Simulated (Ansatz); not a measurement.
In doubt: masses and optical values from hybrid runs of this build are listed as unsure (in some of the runs), which bears on the screening that GW takes from such a start.

System: SiO2 (P4_32_12).

```
Si O
1.0
     4.93290    0.00000    0.00000
     0.00000    4.93290    0.00000
     0.00000    0.00000    6.46450
Si O
4 8
Direct
  0.81771 0.81771 0.50000
  0.68229 0.31771 0.25000
  0.18230 0.18230 0.00000
  0.31771 0.68229 0.75000
  0.26834 0.36457 0.80193
  0.13543 0.76834 0.55193
  0.73166 0.63543 0.30193
  0.86457 0.23166 0.05193
  0.76834 0.13543 0.44807
  0.63543 0.73166 0.69807
  0.23166 0.86457 0.94807
  0.36457 0.26834 0.19807
```

The cell and positions come from the Crystallography Open Database and are kept as given unless a step says otherwise.

Gaps computed with Ansatz 0.2.0 without a self-energy: HSE06 7.55 eV and PBE0 8.32 eV.

What gap should G0W0 on HSE06 give (4×4×2 mesh, 400 empty bands, screening to 108 eV, PAW set soft_1 files)?

About 9.35 eV: on its mesh the run moves the gap from 7.55 eV by +1.80 eV. Among the scalar-relativistic levels given, PBE0 is nearest (−1.03 eV). Bands and cutoff are finite, so the gap is not at the basis limit. The miss can reach some tenths of an eV and take either sign; the mesh is an error of its own. The 4×4×2 mesh is coarse for this cell (its supercell is 13 Å along the shortest edge). The RPA ε∞ on it, from the HSE06 start, is 2.06 and 2.10; such meshes misread the long-range screening, most where the gap is narrow.

[Paths, hosts, dates, memory and timing lines, banners, echoed tables and standing remarks are left out of the program output.]

[Logs are printed without paths, hosts, clocks, repeated set-up lines and the standing remarks that a program may print on its own settings, such as how far it seeks lower states.]

[Runs of the session that timed out or met a known fault of the program may be left out.]

[Cells called generated may have been cut or substituted from an entry of the Crystallography Open Database or the Materials Project.]

[Hosts, paths, dates, database ids (printed as entryN), source tags and the programs' standing remarks are cut or masked in the printed files.]
